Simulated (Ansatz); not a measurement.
# A thicker film of KCl (001) from two thinner ones

In a field along its normal an insulating film takes a dipole p. Written as a length, p/(ε₀AE), it should grow by 1 − 1/ε for each ångström added.

Set-up. Ansatz 0.2.0, plane waves with PAW datasets (its set soft_2), PBE; rocksalt films relaxed at a bulk in-plane lattice constant near the measured one, then held in weak fields of both signs with a dipole correction (A is the cell's area, E the outer field).

```
    run  distance between the outer atoms (Å)  p/(ε₀AE) (Å)
3 units                                 6.416         5.601
5 units                                12.833         9.223
8 units                                22.458             ?
```

Q: Estimate the withheld value from the rows shown.

Two rows fix a line: slope = (9.223 − 5.601) / (12.833 − 6.416) = 0.5644, intercept 1.9799. That slope means ε = 1/(1 − 0.5644) = 2.30. At 22.458 it gives 0.5644 × 22.458 + 1.9799 = 14.655 Å, beyond the rows fitted. Rounding of the rows alone allows about ±0.003 Å there; two rows can't show whether the line holds.

The run itself gives 14.659 Å: a miss of +0.004 Å, or 0.0 % of the value. The length is met to within 1 %, though ε is more sensitive than the length: the two thickest films give ε = 2.30.

**Limits.** This is the electronic response alone. A unit is one step of the cut along the normal (a plane, a pair of planes or a cell), and the layers relax along it, away from their bulk spacing where the functional's lattice constant differs from the one held.

[Logs are printed without paths, hosts, clocks, repeated set-up lines and the standing remarks that a program may print on its own settings, such as how far it seeks lower states.]
